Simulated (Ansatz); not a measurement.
# Mg7Sc (Sc on 12 % of the Mg sites, one arrangement): core-level shifts, part 2 of 2

What do XPS lines of Mg7Sc (Sc on 12 % of the Mg sites, one arrangement) look like, site by site?

Ansatz 0.2.0; DFT, LDA, plane-wave PAW, default files, scalar-relativistic.

So far. Step 3 (Valence states): The largest force component on a free atom is 0.004 eV/Å, so the atoms are at rest for these settings too. At the Fermi level the DOS is 11.87 states/eV a cell.

**4. Core levels by total-energy differences (continued)**

Each level is the free energy with the hole less that without it. The electron goes to the Fermi level, so the difference is a binding energy from E_F. The hole's nearest image is 7.6 Å away, and the holes carry no spin, so absolute levels are rough.

| atom | region | shell | level (eV) | shift (eV) | j lines (eV) | doubts |
| --- | --- | --- | --- | --- | --- | --- |
| Mg4 | - | 2p | 49.58 | -0.12 | 49.76 / 49.49 | - |
| Sc8 | - | 2p | 397.75 | +0.00 | 400.75 / 396.25 | - |
| Mg14 | - | 2p | 49.63 | -0.07 | 49.81 / 49.54 | - |
| Mg15 | - | 2p | 49.70 | +0.00 | 49.88 / 49.61 | - |
| Sc16 | - | 2p | 397.75 | +0.00 | 400.75 / 396.25 | - |

Levels of p, d and f shells are means over their two j lines, weighted by degeneracy; the splitting comes from the atom's own solve. Shifts count from the last listed atom of each element.

The Mg 2p lines of the listed atoms alone (other atoms of the cell aren't counted), as Gaussians 0.3 eV wide, no depth weighting. The intensity by Mg 2p level; read off at these points:

| Mg 2p level (eV) | intensity (%) |
| --- | --- |
| 48.8 | 0 |
| 49.0 | 0.0236 |
| 49.2 | 3.50 |
| 49.4 | 52.2 |
| 49.6 | 98.8 |
| 49.8 | 62.7 |
| 50.0 | 19.2 |
| 50.2 | 0.890 |
| 50.4 | 0.00428 |

The Sc 2p lines of the listed atoms alone (other atoms of the cell aren't counted), as Gaussians 0.8 eV wide, no depth weighting. Table of intensity by Sc 2p level; read off at these points:

| Sc 2p level (eV) | intensity (%) |
| --- | --- |
| 394.75 | 0.00630 |
| 395.00 | 0.122 |
| 395.25 | 1.37 |
| 395.50 | 9.03 |
| 395.75 | 34.6 |
| 396.00 | 77.1 |
| 396.25 | 100.0 |
| 396.50 | 75.5 |
| 396.75 | 33.2 |
| 397.00 | 8.50 |
| 397.25 | 1.27 |
| 397.50 | 0.110 |
| 397.75 | 0.00559 |
| 398.00 | 1.7e-4 |
| 398.25 | 0 |
| 398.50 | 0 |
| 398.75 | 0 |
| 399.00 | 0 |
| 399.25 | 0.00287 |
| 399.50 | 0.0565 |
| 399.75 | 0.646 |
| 400.00 | 4.31 |
| 400.25 | 16.7 |
| 400.50 | 37.9 |
| 400.75 | 50.0 |
| 401.00 | 38.4 |
| 401.25 | 17.1 |
| 401.50 | 4.46 |
| 401.75 | 0.673 |
| 402.00 | 0.0594 |
| 402.25 | 0.00305 |

**5. The pure metal: Mg**

System of this step: Mg. It takes space group P6_3/mmc (No. 194, hexagonal). The conventional cell has a = 3.190 Å, b = 3.190 Å, c = 5.190 Å, α = 90.00°, β = 90.00°, γ = 120.00°. Mg has 12 Mg at 3.18 to 3.19 Å nearest.

Shifts are quoted against the pure metal, so it gets the same hole in a cell of like size.

File input.yaml:

```yaml
crystal:
  lattice:
    - [-4.785, 2.7626210381, 5.19]
    - [-4.785, 2.7626210381, -5.19]
    - [-3.19, -5.5252420761, 5.19]
  atoms:
    - { symbol: Mg_h, position: [0.875, 0.625, 0.75] }
    - { symbol: Mg, position: [0.375, 0.125, 0.75] }
    - { symbol: Mg, position: [0.25, 0.75, 0.5] }
    - { symbol: Mg, position: [0.75, 0.25, 0.5] }
    - { symbol: Mg, position: [0.625, 0.875, 0.25] }
    - { symbol: Mg, position: [0.125, 0.375, 0.25] }
    - { symbol: Mg, position: [0.5, 0.5, 0.0] }
    - { symbol: Mg, position: [0.0, 0.0, 0.0] }
    - { symbol: Mg, position: [0.3333333333, 0.3333333333, 0.5] }
    - { symbol: Mg, position: [0.8333333333, 0.8333333333, 0.5] }
    - { symbol: Mg, position: [0.7083333333, 0.4583333333, 0.25] }
    - { symbol: Mg, position: [0.2083333333, 0.9583333333, 0.25] }
    - { symbol: Mg, position: [0.0833333333, 0.5833333333, 0.0] }
    - { symbol: Mg, position: [0.5833333333, 0.0833333333, 0.0] }
    - { symbol: Mg, position: [0.9583333333, 0.2083333333, 0.75] }
    - { symbol: Mg, position: [0.4583333333, 0.7083333333, 0.75] }
kpoints:
  mp_grid: { grid: [4, 4, 4] }
scf:
  occupations: { method: fermi_dirac, width: 0.08 }
  n_extra_bands: 19
hamiltonian:
  xc: lda
  pseudopotentials: { kind: paw }
output:
  forces: true
  dos:
    projected: true
    de: 0.05
    e_range: [-30, 12]
    method: { smearing: { sigma: 0.1, scheme: gaussian } }
  core_levels:
    shells: { Mg_h: "2p" }
    counted_from: fermi_level
    add_spin: false
```

The run is started by

```
$ ansatz run input.yaml --threads 4 --pin off --max-ram 14336MiB --backend cpu --events-out ev --progress --plain --runs-dir out
```

The job ended after 58 s (4 threads of AMD EPYC (Zen 3), shared host; peak memory 1.2 GiB; 3.5 min of CPU time).

This step gave:

- free energy: -30425.5847 eV
- energy at zero smearing: -30425.5132 eV
- smearing term TS: 0.1430 eV
- Fermi energy: 5.487 eV
- symmetry operations: 4
- share of occupied states in no projected shell: 0.2626 of the occupied states in the window
- DOS at the Fermi level: 7.474 states/eV/cell

The spectra weight each projected shell by its atomic cross section (Dirac–Hartree–Slater) and angular factor, for linear light with the analyser at 0° from the polarisation. Broadening, on top of any smearing of the DOS itself: a Gaussian of 0.3 eV and a Lorentzian of 0.05 eV plus 0.05 times the binding energy (full widths), Fermi edge at 77 K. Curves are cut 10 eV under the photon energy, above any shell that the free atom's threshold puts out of reach, or at the lower edge of the window: 8.7 eV at 21.2 eV, 8.7 eV at 100 eV, 8.7 eV at 1486.7 eV and 8.7 eV at 8047.8 eV. Dipole terms alone, which is rough above 3 keV; no background, satellites or final-state effects.

How the area divides among the shells (%):

| shell | 21.2 eV | 100 eV | 1486.7 eV | 8047.8 eV |
| --- | --- | --- | --- | --- |
| Mg 3s | 96.9 | 85.7 | 98.5 | 99.8 |
| Mg 3p* | 3.1 | 14.3 | 1.5 | 0.2 |

Each level is the free energy with the hole less that without it. The electron goes to the Fermi level, so the difference is a binding energy from E_F. The hole's nearest image is 7.6 Å away, and the holes carry no spin, so absolute levels are rough.

| atom | region | shell | level (eV) | shift (eV) | j lines (eV) | doubts |
| --- | --- | --- | --- | --- | --- | --- |
| Mg1 | Mg1 | 2p | 49.79 | - | 49.97 / 49.70 | - |

Levels of p, d and f shells are means over their two j lines, weighted by degeneracy; the splitting comes from the atom's own solve. 

At the Fermi level the DOS is 7.47 states/eV a cell.

**6. What came out**

* Mg 2p shift from the pure metal: -0.21 to -0.09 eV
* spread of the Mg level over the listed sites: 0.12 eV
* spread of the Sc level over the listed sites: 0.00 eV
* strongest listed peak within 13 eV of the zero, at 1486.7 eV: 2.6 eV binding, mostly Mg 3s
* strongest listed peak within 13 eV of the zero, at 21.2 eV: 0.3 eV binding, mostly Sc 3d
* Sc 3d centre of the filled part: -1.12 eV (2.3 states an atom)

Core shifts: Mg -0.21 to -0.09 eV. At 21.2 eV the valence spectrum has its highest listed peak within 10.8 eV at 0.3 eV (Sc 3d). At 1486.7 eV the valence spectrum has its highest listed peaks within 13 eV at 1.9 eV (Mg 3s), 2.6 eV (Mg 3s), 3.0 eV (Mg 3s) and 4.0 eV (Mg 3s), and the deeper Sc 3p line at 28.2 eV is higher still (without the spin–orbit splitting that a measurement shows). The shell named is the one with most of the intensity, cross sections included, not always the one with most states there. In the main run, from 1486.7 eV towards hard X-rays the Mg 3s share grows by 25 points, as its cross section falls more slowly with photon energy than those of the shells it gains on. Shifts mix charge transfer, volume and screening, so their sign doesn't give the direction of charge flow by itself.

[Logs are printed without paths, hosts, clocks, repeated set-up lines and the standing remarks that a program may print on its own settings, such as how far it seeks lower states.]

[Hosts, paths, dates, database ids (printed as entryN), source tags and the programs' standing remarks are cut or masked in the printed files.]

[Maps of the electrostatic potential energy from Ansatz leave out the sawtooth potential of an applied field or a dipole correction, so their vacuum need not be flat; work functions include it.]
